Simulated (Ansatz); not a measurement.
# Na on W(110): change of the work function, part 2 of 3

Wanted: Δφ(θ) for Na/W(110), starting from the hollow site.

Ansatz 0.2.0; plane-wave DFT, PBE, Ansatz PAW.

So far, work function, upper face (eV): step 2 (the clean slab) 4.84.

### Step 3. The covered slab, k-mesh 4×4×1, coverage 0.111 ML

System of this step: NaW36 (Na/W(110)). The cell holds 37 atoms: 36 W and 1 Na. Cell: a = 8.210 Å, b = 8.210 Å, c = 27.716 Å, α = 90.0°, β = 90.0°, γ = 70.5°. Vacuum lies along c.

The clean slab as it ended is repeated in the plane and the adsorbate is set on one face; the cell's size fixes the coverage, and the k-mesh shrinks with it to keep the sampling density about even. Adsorbate and upper layers relax, since the dipole depends on the height.

Contents of input.yaml:

```yaml
crystal:
  lattice:
    - [6.7033722855, -4.74, 0.0]
    - [6.7033722855, 4.74, 0.0]
    - [0.0, 0.0, 27.716396889]
  atoms:
    - { symbol: W, position: [0.0, 0.0, 0.3247175322] }
    - { symbol: W, position: [0.1666666667, 0.1666666667, 0.4053361436] }
    - { symbol: W, position: [0.0, 0.0, 0.4873213769] }
    - { symbol: W, position: [0.1666666667, 0.1666666667, 0.5664142292] }
    - { symbol: W, position: [0.0, 0.3333333333, 0.3247175322] }
    - { symbol: W, position: [0.1666666667, 0.5, 0.4053361436] }
    - { symbol: W, position: [0.0, 0.3333333333, 0.4873213769] }
    - { symbol: W, position: [0.1666666667, 0.5, 0.5664142292] }
    - { symbol: W, position: [0.0, 0.6666666667, 0.3247175322] }
    - { symbol: W, position: [0.1666666667, 0.8333333333, 0.4053361436] }
    - { symbol: W, position: [0.0, 0.6666666667, 0.4873213769] }
    - { symbol: W, position: [0.1666666667, 0.8333333333, 0.5664142292] }
    - { symbol: W, position: [0.3333333333, 0.0, 0.3247175322] }
    - { symbol: W, position: [0.5, 0.1666666667, 0.4053361436] }
    - { symbol: W, position: [0.3333333333, 0.0, 0.4873213769] }
    - { symbol: W, position: [0.5, 0.1666666667, 0.5664142292] }
    - { symbol: W, position: [0.3333333333, 0.3333333333, 0.3247175322] }
    - { symbol: W, position: [0.5, 0.5, 0.4053361436] }
    - { symbol: W, position: [0.3333333333, 0.3333333333, 0.4873213769] }
    - { symbol: W, position: [0.5, 0.5, 0.5664142292] }
    - { symbol: W, position: [0.3333333333, 0.6666666667, 0.3247175322] }
    - { symbol: W, position: [0.5, 0.8333333333, 0.4053361436] }
    - { symbol: W, position: [0.3333333333, 0.6666666667, 0.4873213769] }
    - { symbol: W, position: [0.5, 0.8333333333, 0.5664142292] }
    - { symbol: W, position: [0.6666666667, 0.0, 0.3247175322] }
    - { symbol: W, position: [0.8333333333, 0.1666666667, 0.4053361436] }
    - { symbol: W, position: [0.6666666667, 0.0, 0.4873213769] }
    - { symbol: W, position: [0.8333333333, 0.1666666667, 0.5664142292] }
    - { symbol: W, position: [0.6666666667, 0.3333333333, 0.3247175322] }
    - { symbol: W, position: [0.8333333333, 0.5, 0.4053361436] }
    - { symbol: W, position: [0.6666666667, 0.3333333333, 0.4873213769] }
    - { symbol: W, position: [0.8333333333, 0.5, 0.5664142292] }
    - { symbol: W, position: [0.6666666667, 0.6666666667, 0.3247175322] }
    - { symbol: W, position: [0.8333333333, 0.8333333333, 0.4053361436] }
    - { symbol: W, position: [0.6666666667, 0.6666666667, 0.4873213769] }
    - { symbol: W, position: [0.8333333333, 0.8333333333, 0.5664142292] }
    - { symbol: Na, position: [0.28, 0.28, 0.6752824678] }
kpoints:
  mp_grid: { grid: [4, 4, 1] }
hamiltonian:
  xc: pbe
scf:
  occupations: { method: fermi_dirac, width: 0.1 }
  convergence: { dr2_threshold: 1.0e-08 }
efield:
  axis: 3
  dipole_correction: true
  ramp_position: 0.97
  ramp_width: 0.06
relax:
  f_tol: 0.02
  max_steps: 60
  constraints:
    - { sites: [0, 1, 4, 5, 8, 9, 12, 13, 16, 17, 20, 21, 24, 25, 28, 29, 32, 33] }
output:
  write_potential: true
  write_density: true
  volumetric_format: npy
```

Run with:

```
$ ansatz run input.yaml --threads 4 --pin off --max-ram 16384MiB --backend cpu --events-out ev --progress --plain --runs-dir out
```

Numbers of over 12 decimals in the logs are rounded to 6 here.

What it wrote:

```text
[...]
Crystal: 37 atoms, lattice volume = 1761.321 Å³
Basis set: ecut = 420 eV, 34485 PW (Γ), exchange–correlation on 120×120×384 points (8 copies of the dense FFT grid, shifted against one another)
Bands: 308, of which v1, the nominal top of the filled ones, is band 257 counted from 1 (256 counted from 0)
Symmetry: 2 space group operations
[...]
k-points: 7 of 16 (time reversal used)
[...]
SCF iter   1: F=—  HF=-375316.260086 eV  |F-HF|=—  |Δ(HF+E_count)|=         —  Δρ=9.05e-3  dr2=2.29e1  ethr=1.77e-3  p=0.993 e·Å  D=1.02e-1 V/Å  ΔV_dip=-2.83 eV  dr2_dipole=4.42e0  V_vac-E_F(+/−)=2.33/5.16 eV  ⟨swp⟩=10.7  Hψ=11304  notcnv=0
[...]
SCF iter  11: F=-375315.482725 eV  HF=-375315.482725 eV  |F-HF|=1.86e-9  |Δ(HF+E_count)|=   7.80e-9  Δρ=1.24e-7  dr2=5.02e-10  ethr=1.95e-12  p=0.811 e·Å  D=8.33e-2 V/Å  ΔV_dip=-2.31 eV  dr2_dipole=2.01e-11  V_vac-E_F(+/−)=2.58/4.89 eV  ⟨swp⟩=10.4  Hψ=13762  notcnv=0
SCF 1 converged in 11 iterations: F = -375315.482725 eV  dr2 = 5.02e-10
[...]
relax step   1: F+E_penalty+E_count = -375315.48272544 eV  Δ(F+E_penalty+E_count) = +0.000e0 eV  max|allowed force component| = 5.345e-1 eV/Å  Δτ_max = 0.0000 Å  (11 SCF iters, accepted)
[...]
SCF iter   9: F=-375315.501801 eV  HF=-375315.501801 eV  |F-HF|=4.60e-9  |Δ(HF+E_count)|=   1.72e-8  Δρ=2.40e-7  dr2=2.00e-9  ethr=1.95e-12  p=0.764 e·Å  D=7.85e-2 V/Å  ΔV_dip=-2.18 eV  dr2_dipole=4.66e-11  V_vac-E_F(+/−)=2.71/4.89 eV  ⟨swp⟩=11.3  Hψ=15345  notcnv=0
SCF 2 converged in 9 iterations: F = -375315.501801 eV  dr2 = 2.00e-9
[...]
relax step   2: F+E_penalty+E_count = -375315.50180100 eV  Δ(F+E_penalty+E_count) = -1.908e-2 eV  max|allowed force component| = 3.887e-1 eV/Å  Δτ_max = 0.1016 Å  (9 SCF iters, accepted)
SCF iter   1: F=—  HF=-375315.567343 eV  |F-HF|=—  |Δ(HF+E_count)|=         —  Δρ=1.37e-3  dr2=1.52e-1  ethr=3.10e-4  p=0.764 e·Å  D=7.85e-2 V/Å  ΔV_dip=-2.18 eV  dr2_dipole=3.73e-2  V_vac-E_F(+/−)=2.72/4.90 eV  ⟨swp⟩=5.0  Hψ=4535  notcnv=0
[...]
SCF iter   9: F=-375315.569346 eV  HF=-375315.569346 eV  |F-HF|=7.28e-9  |Δ(HF+E_count)|=   3.27e-8  Δρ=3.55e-7  dr2=5.82e-9  ethr=1.95e-12  p=0.698 e·Å  D=7.17e-2 V/Å  ΔV_dip=-1.99 eV  dr2_dipole=2.41e-11  V_vac-E_F(+/−)=2.90/4.89 eV  ⟨swp⟩=11.3  Hψ=15693  notcnv=0
SCF 3 converged in 9 iterations: F = -375315.569346 eV  dr2 = 5.82e-9
relax step   3: F+E_penalty+E_count = -375315.56934649 eV  Δ(F+E_penalty+E_count) = -6.755e-2 eV  max|allowed force component| = 7.169e-2 eV/Å  Δτ_max = 0.1653 Å  (9 SCF iters, accepted)
[...]
relax step   4: F+E_penalty+E_count = -375315.57333405 eV  Δ(F+E_penalty+E_count) = -3.988e-3 eV  max|allowed force component| = 5.429e-2 eV/Å  Δτ_max = 0.0549 Å  (8 SCF iters, accepted)
[...]
relax step   5: F+E_penalty+E_count = -375315.58112799 eV  Δ(F+E_penalty+E_count) = -7.794e-3 eV  max|allowed force component| = 3.836e-2 eV/Å  Δτ_max = 0.1691 Å  (9 SCF iters, accepted)
[...]
relax step   6: F+E_penalty+E_count = -375315.58741884 eV  Δ(F+E_penalty+E_count) = -6.291e-3 eV  max|allowed force component| = 2.606e-2 eV/Å  Δτ_max = 0.1953 Å  (8 SCF iters, accepted)
[...]
relax step   7: F+E_penalty+E_count = -375315.59027576 eV  Δ(F+E_penalty+E_count) = -2.857e-3 eV  max|allowed force component| = 2.105e-2 eV/Å  Δτ_max = 0.1940 Å  (8 SCF iters, accepted)
SCF iter   1: F=—  HF=-375315.587709 eV  |F-HF|=—  |Δ(HF+E_count)|=         —  Δρ=1.70e-4  dr2=1.54e-3  ethr=2.91e-6  p=0.686 e·Å  D=7.05e-2 V/Å  ΔV_dip=-1.95 eV  dr2_dipole=1.05e-5  V_vac-E_F(+/−)=2.94/4.89 eV  ⟨swp⟩=4.1  Hψ=4684  notcnv=0
[...]
SCF iter   8: F=-375315.590534 eV  HF=-375315.590534 eV  |F-HF|=6.98e-10  |Δ(HF+E_count)|=   1.29e-8  Δρ=1.28e-7  dr2=9.84e-10  ethr=1.95e-12  p=0.686 e·Å  D=7.05e-2 V/Å  ΔV_dip=-1.95 eV  dr2_dipole=1.85e-10  V_vac-E_F(+/−)=2.94/4.89 eV  ⟨swp⟩=11.1  Hψ=14635  notcnv=0
SCF 8 converged in 8 iterations: F = -375315.590534 eV  dr2 = 9.84e-10
relax step   8: F+E_penalty+E_count = -375315.59053393 eV  Δ(F+E_penalty+E_count) = -2.582e-4 eV  max|allowed force component| = 7.010e-3 eV/Å  Δτ_max = 0.0661 Å  (8 SCF iters, accepted)
NSCF: frozen V_eff on 7 k-points
[...]
SCF converged after 8 iterations
Free energy (F): -375315.590534 eV
[...]
Internal energy: -375314.686212 eV  (E = F + TS)
E sigma→0 (E₀):  -375315.138373 eV
Entropy (-TS):   -0.904322 eV (-24.441 meV/atom)
Fermi energy:    4.842518 eV
Dipole field:    D = 0.070481 V/Å  (p = 0.686042 e·Å, saw-weighted, corrected)
Work function:   Φ+ = 2.9353 eV   Φ− = 4.8888 eV
[...]
--- Forces (eV/Å), atoms counted from 1 ---
  atom   1  W     -0.00241008     0.00000000     0.37685816
  atom   2  W     -0.01880200     0.00000000    -0.37430550
  atom   3  W     -0.00701014     0.00000000    -0.00332822
  atom   4  W      0.00185206     0.00000000     0.00222416
  atom   5  W     -0.00015200    -0.00580023     0.36352434
  atom   6  W      0.00087642     0.00750839    -0.36282375
  atom   7  W     -0.00251002    -0.00279442     0.00472910
  atom   8  W     -0.00023861     0.00266502    -0.00455609
  atom   9  W     -0.00023671    -0.01581183     0.37156261
  atom  10  W      0.01530085     0.00080416    -0.36397619
  atom  11  W     -0.00326095     0.00293749     0.00003442
  atom  12  W      0.00460749     0.00036329    -0.00322552
  atom  13  W     -0.00015200     0.00580023     0.36352434
  atom  14  W      0.00087642    -0.00750839    -0.36282375
  atom  15  W     -0.00251002     0.00279442     0.00472910
  atom  16  W     -0.00023861    -0.00266502    -0.00455609
  atom  17  W     -0.00013695     0.00000000     0.33708429
  atom  18  W      0.01976293     0.00000000    -0.37266256
  atom  19  W      0.00335018     0.00000000     0.00209049
  atom  20  W      0.00266966     0.00000000    -0.00391520
  atom  21  W      0.00012011    -0.00542438     0.36377562
  atom  22  W     -0.01352726    -0.00237263    -0.36372135
  atom  23  W     -0.00160785     0.00221062     0.00224430
  atom  24  W      0.00086641    -0.00359694    -0.00047590
  atom  25  W     -0.00023671     0.01581183     0.37156261
  atom  26  W      0.01530085    -0.00080416    -0.36397619
  atom  27  W     -0.00326095    -0.00293749     0.00003442
  atom  28  W      0.00460749    -0.00036329    -0.00322552
  atom  29  W      0.00012011     0.00542438     0.36377562
  atom  30  W     -0.01352726     0.00237263    -0.36372135
  atom  31  W     -0.00160785    -0.00221062     0.00224430
  atom  32  W      0.00086641     0.00359694    -0.00047590
  atom  33  W      0.00235780     0.00000000     0.37699969
  atom  34  W      0.00177891     0.00000000    -0.35723740
  atom  35  W     -0.00587689     0.00000000    -0.00438221
  atom  36  W      0.00194869     0.00000000     0.00096701
  atom  37  Na     0.00003861     0.00000000     0.00542777
  max |Σ_I F_I| component: 3.68e-6 eV/Å
--- Band table (eV; the first three rows and the last of 7) ---
  k-point 0: bands = [... 253 lower, 4.5731, 4.5781, 4.6539, 4.6569, 5.2107, 5.3643, 5.3732, 5.6576, ... 47 higher]
  k-point 1: bands = [... 253 lower, 4.8207, 4.8412, 4.8706, 4.8914, 4.9166, 5.0126, 5.1270, 5.1811, ... 47 higher]
  k-point 2: bands = [... 253 lower, 4.8086, 4.8557, 4.8784, 4.8839, 4.8937, 5.0597, 5.1005, 5.1103, ... 47 higher]
  k-point 6: bands = [... 253 lower, 4.3829, 4.4046, 4.6289, 4.6509, 4.6778, 4.6779, 4.8245, 4.8316, ... 47 higher]
--- Relaxed structure (8 steps of the walk, 8 accepted, 0 SCFs on fresh bases) ---
  F+E_penalty+E_count = -375315.59053393 eV   max|allowed force component| = 7.010e-3 eV/Å
  atoms:
    - { symbol: W, position: [0.0, 0.0, 0.324718] }
    - { symbol: W, position: [0.1666666667, 0.1666666667, 0.405336] }
    - { symbol: W, position: [0.000228927, 0.000228927, 0.487297] }
    - { symbol: W, position: [0.166777, 0.166777, 0.566998] }
    - { symbol: W, position: [0.0, 0.3333333333, 0.324718] }
    - { symbol: W, position: [0.166667, 0.5, 0.405336] }
    - { symbol: W, position: [-0.000373266, 0.333372, 0.487240] }
    - { symbol: W, position: [0.166464, 0.500188, 0.566100] }
    - { symbol: W, position: [0.0, 0.6666666667, 0.324718] }
    - { symbol: W, position: [0.166667, 0.8333333333, 0.405336] }
    - { symbol: W, position: [-0.000462796, 0.667185, 0.486934] }
    - { symbol: W, position: [0.166997, 0.833016, 0.566787] }
    - { symbol: W, position: [0.3333333333, 0.0, 0.324718] }
    - { symbol: W, position: [0.5, 0.166667, 0.405336] }
    - { symbol: W, position: [0.333372, -0.000373266, 0.487240] }
    - { symbol: W, position: [0.500188, 0.166464, 0.566100] }
    - { symbol: W, position: [0.3333333333, 0.3333333333, 0.324718] }
    - { symbol: W, position: [0.5, 0.5, 0.405336] }
    - { symbol: W, position: [0.333325, 0.333325, 0.487050] }
    - { symbol: W, position: [0.499832, 0.499832, 0.567031] }
    - { symbol: W, position: [0.333333, 0.6666666667, 0.324718] }
    - { symbol: W, position: [0.500000, 0.833333, 0.405336] }
    - { symbol: W, position: [0.333364, 0.667014, 0.487251] }
    - { symbol: W, position: [0.499560, 0.833628, 0.566773] }
    - { symbol: W, position: [0.6666666667, 0.0, 0.324718] }
    - { symbol: W, position: [0.8333333333, 0.166667, 0.405336] }
    - { symbol: W, position: [0.667185, -0.000462796, 0.486934] }
    - { symbol: W, position: [0.833016, 0.166997, 0.566787] }
    - { symbol: W, position: [0.6666666667, 0.333333, 0.324718] }
    - { symbol: W, position: [0.833333, 0.500000, 0.405336] }
    - { symbol: W, position: [0.667014, 0.333364, 0.487251] }
    - { symbol: W, position: [0.833628, 0.499560, 0.566773] }
    - { symbol: W, position: [0.6666666667, 0.6666666667, 0.324718] }
    - { symbol: W, position: [0.8333333333, 0.8333333333, 0.405336] }
    - { symbol: W, position: [0.666501, 0.666501, 0.487301] }
    - { symbol: W, position: [0.833308, 0.833308, 0.566166] }
    - { symbol: Na, position: [0.333063, 0.333063, 0.664752] }
```

Elapsed: 26 min, on 4 threads of Arm Neoverse V1, shared host; peak memory 9.8 GiB; 1.8 h of CPU time.

The steps of the relaxation:

| step | energy less that of the first step (eV) | largest force component (eV/Å) |
| --- | --- | --- |
| 1 | 0.0000 | 0.5345 |
| 2 | -0.0191 | 0.3887 |
| 3 | -0.0866 | 0.0717 |
| 4 | -0.0906 | 0.0543 |
| 5 | -0.0984 | 0.0384 |
| 6 | -0.1047 | 0.0261 |
| 7 | -0.1076 | 0.0210 |
| 8 | -0.1078 | 0.0070 |

Forces are held to the 2 operations that the run works with; a distortion that breaks them can't arise in this run.

The atoms that moved most (Å):

| atom | dx | dy | dz | length |
| --- | --- | --- | --- | --- |
| Na37 | 0.711 | 0.000 | -0.292 | 0.769 |
| W20 | -0.002 | 0.000 | 0.017 | 0.017 |
| W4 | 0.001 | 0.000 | 0.016 | 0.016 |
| W11 | 0.000 | 0.005 | -0.011 | 0.012 |
| W27 | 0.000 | -0.005 | -0.011 | 0.012 |
| W28 | 0.000 | 0.003 | 0.010 | 0.011 |
| W12 | 0.000 | -0.003 | 0.010 | 0.011 |
| W24 | -0.001 | 0.003 | 0.010 | 0.011 |

The relaxed structure:

```
W Na
1.0
     6.70337   -4.74000    0.00000
     6.70337    4.74000    0.00000
     0.00000    0.00000   27.71640
W Na
36 1
Cartesian
  0.0000 0.0000 9.0000
  2.2345 0.0000 11.2345
  0.0031 0.0000 13.5061
  2.2359 0.0000 15.7151
  2.2345 1.5800 9.0000
  4.4689 1.5800 11.2345
  2.2322 1.5820 13.5045
  4.4688 1.5819 15.6902
  4.4689 3.1600 9.0000
  6.7034 3.1600 11.2345
  4.4693 3.1647 13.4961
  6.7035 3.1569 15.7093
  2.2345 -1.5800 9.0000
  4.4689 -1.5800 11.2345
  2.2322 -1.5820 13.5045
  4.4688 -1.5819 15.6902
  4.4689 0.0000 9.0000
  6.7034 0.0000 11.2345
  4.4688 0.0000 13.4993
  6.7011 0.0000 15.7161
  6.7034 1.5800 9.0000
  8.9378 1.5800 11.2345
  6.7059 1.5815 13.5049
  8.9369 1.5835 15.7089
  4.4689 -3.1600 9.0000
  6.7034 -3.1600 11.2345
  4.4693 -3.1647 13.4961
  6.7035 -3.1569 15.7093
  6.7034 -1.5800 9.0000
  8.9378 -1.5800 11.2345
  6.7059 -1.5815 13.5049
  8.9369 -1.5835 15.7089
  8.9378 0.0000 9.0000
  11.1723 0.0000 11.2345
  8.9356 0.0000 13.5062
  11.1720 0.0000 15.6921
  4.4653 0.0000 18.4245
```

This step gave:

```
energy at zero smearing        : -375315.1384 eV
work function, upper face      : 2.935 eV
work function, lower face      : 4.889 eV
dipole along the normal        : 0.6860 e·Å
step between the vacuum levels : -1.953 eV
```

Running mean over 2.234 Å of the planar mean; the ramp of the sawtooth is left out. Table of electron's electrostatic potential energy less the Fermi level by z:

z (Å), electron's electrostatic potential energy less the Fermi level (eV) and a bar from the least value:
```
      3.5        4.9 ##############################
      4.0        4.9 ##############################
      4.5        4.9 ##############################
      5.0        4.9 ##############################
      5.5        4.8 ##############################
      6.0        4.7 ##############################
      6.5        4.4 #############################
      7.0        3.3 ###########################
      7.5       -0.1 ######################
      8.0       -5.8 ############
      8.5      -10.5 ####
      9.0      -12.2 #
      9.5      -12.5 #
     10.0      -12.6 #
     10.5      -12.7 
     11.0      -12.7 
     11.5      -12.7 
     12.0      -12.5 #
     12.5      -12.4 #
     13.0      -12.6 #
     13.5      -12.7 
     14.0      -12.9 
     14.5      -13.0 
     15.0      -12.8 
     15.5      -12.4 #
     16.0      -11.5 ##
     16.5       -8.1 ########
     17.0       -2.7 #################
     17.5        1.3 ########################
     18.0        2.6 ##########################
     18.5        2.7 ##########################
     19.0        2.6 ##########################
     19.5        2.7 ##########################
     20.0        2.9 ###########################
     20.5        2.9 ###########################
     21.0        2.9 ###########################
     21.5        2.9 ###########################
     22.0        2.9 ###########################
     22.5        2.9 ###########################
     23.0        2.9 ###########################
     23.5        2.9 ###########################
     24.0        2.9 ###########################
     24.5        2.9 ###########################
```

The relaxation took 8 steps and lowered the energy by 0.11 eV; the largest force on the free atoms ends at 0.0070 eV/Å.

The covered face has 2.94 eV, -1.91 eV against the clean one; the bare back face has moved by -0.01 eV, a measure of how thin the slab is.

(Continued in part 3 of 3.)

[Logs are printed without paths, hosts, clocks, repeated set-up lines and the standing remarks that a program may print on its own settings, such as how far it seeks lower states.]

[Hosts, paths, dates, database ids (printed as entryN), source tags and the programs' standing remarks are cut or masked in the printed files.]

[Maps of the electrostatic potential energy from Ansatz leave out the sawtooth potential of an applied field or a dipole correction, so their vacuum need not be flat; planar profiles and work functions include it.]
